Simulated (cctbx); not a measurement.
# Which space group?

Cell: a = 5.2300 Å, b = 5.2300 Å, c = 4.3690 Å, α = 90.00°, β = 90.00°, γ = 120.00°. Expected content of the cell: Os5 Sm1.

The data are simulated with cctbx, not measured: synchrotron X-rays, λ = 0.6889 Å, to d = 0.6 Å, 80 % of the full sphere, strongest reflection 20000 counts, noise from counting, a 3 % proportional error and a noise floor of 8 counts (s.d.); no absorption, some extinction.

Tests on the unmerged data give:

```text
1585 reflections to d = 0.602 A
centring   violations  <I/sigma> of those
    A        657 of   792     13.2
    B        666 of   786     13.5
    C        665 of   788     12.6
    I        659 of   788     13.3
    R        894 of  1056     14.2
    F        994 of  1183     13.1
Laue class    unique    Rint  (classes that these axes allow; Friedel mates merged)
P -1              955   0.026
P 1 1 2/m         545   0.030
P -3              338   0.032
P -3 1 m          198   0.033
P -3 m 1          215   0.033
P 6/m             189   0.033
P 6/m m m         132   0.034
space group    extra absences  I>4sigma  <I/sigma>
P 6 2 2                 0          0         -  acentric
P 6 m m                 0          0         -  acentric
P -6 m 2                0          0         -  acentric
P -6 2 m                0          0         -  acentric
P 6/m m m               0          0         -  centric
Wilson B = 0.99 A^2   <|E^2-1|> = 0.769 (0.968 centric, 0.736 acentric)   E^2>4: 0.0 %
shell (A)         n   <I/sigma>
 4.53 - 1.20     25     55.9
 1.20 - 0.95     16     57.4
 0.95 - 0.83     17     48.6
 0.83 - 0.76     12     56.1
 0.76 - 0.70     18     44.8
 0.70 - 0.66     13     29.9
 0.66 - 0.63     13     33.7
 0.63 - 0.60     18     37.9
```

Q: Read the symmetry from these tables.

Every centring test has many violations, so the lattice is primitive.

Rint stays low (0.026 to 0.034) up to P 6/m m m, the highest class in these axes.

5 settings pass the absence test. No glide or screw absences show, which leaves P 6 2 2, P 6 m m, P -6 m 2, P -6 2 m and P 6/m m m.

⟨|E²−1|⟩ = 0.769 leans to a non-centrosymmetric structure. Here that hint misleads: the statistic assumes many like atoms on general positions, and few, heavy or special-position atoms break it. The Wilson B of 0.99 Å² means U ≈ 0.0125 Å².

The true group is P6/mmm (no. 191), Laue class 6/mmm, centrosymmetric. The tables only narrow the choice to the tied entries; cell content, site symmetry and trial solutions must settle it.

The model was made for the exercise: a known structure type with other elements put in, its volume estimated, not relaxed; displacement parameters are assumed.

[Logs are printed without paths, hosts, clocks, repeated set-up lines and the standing remarks that a program may print on its own settings, such as how far it seeks lower states.]
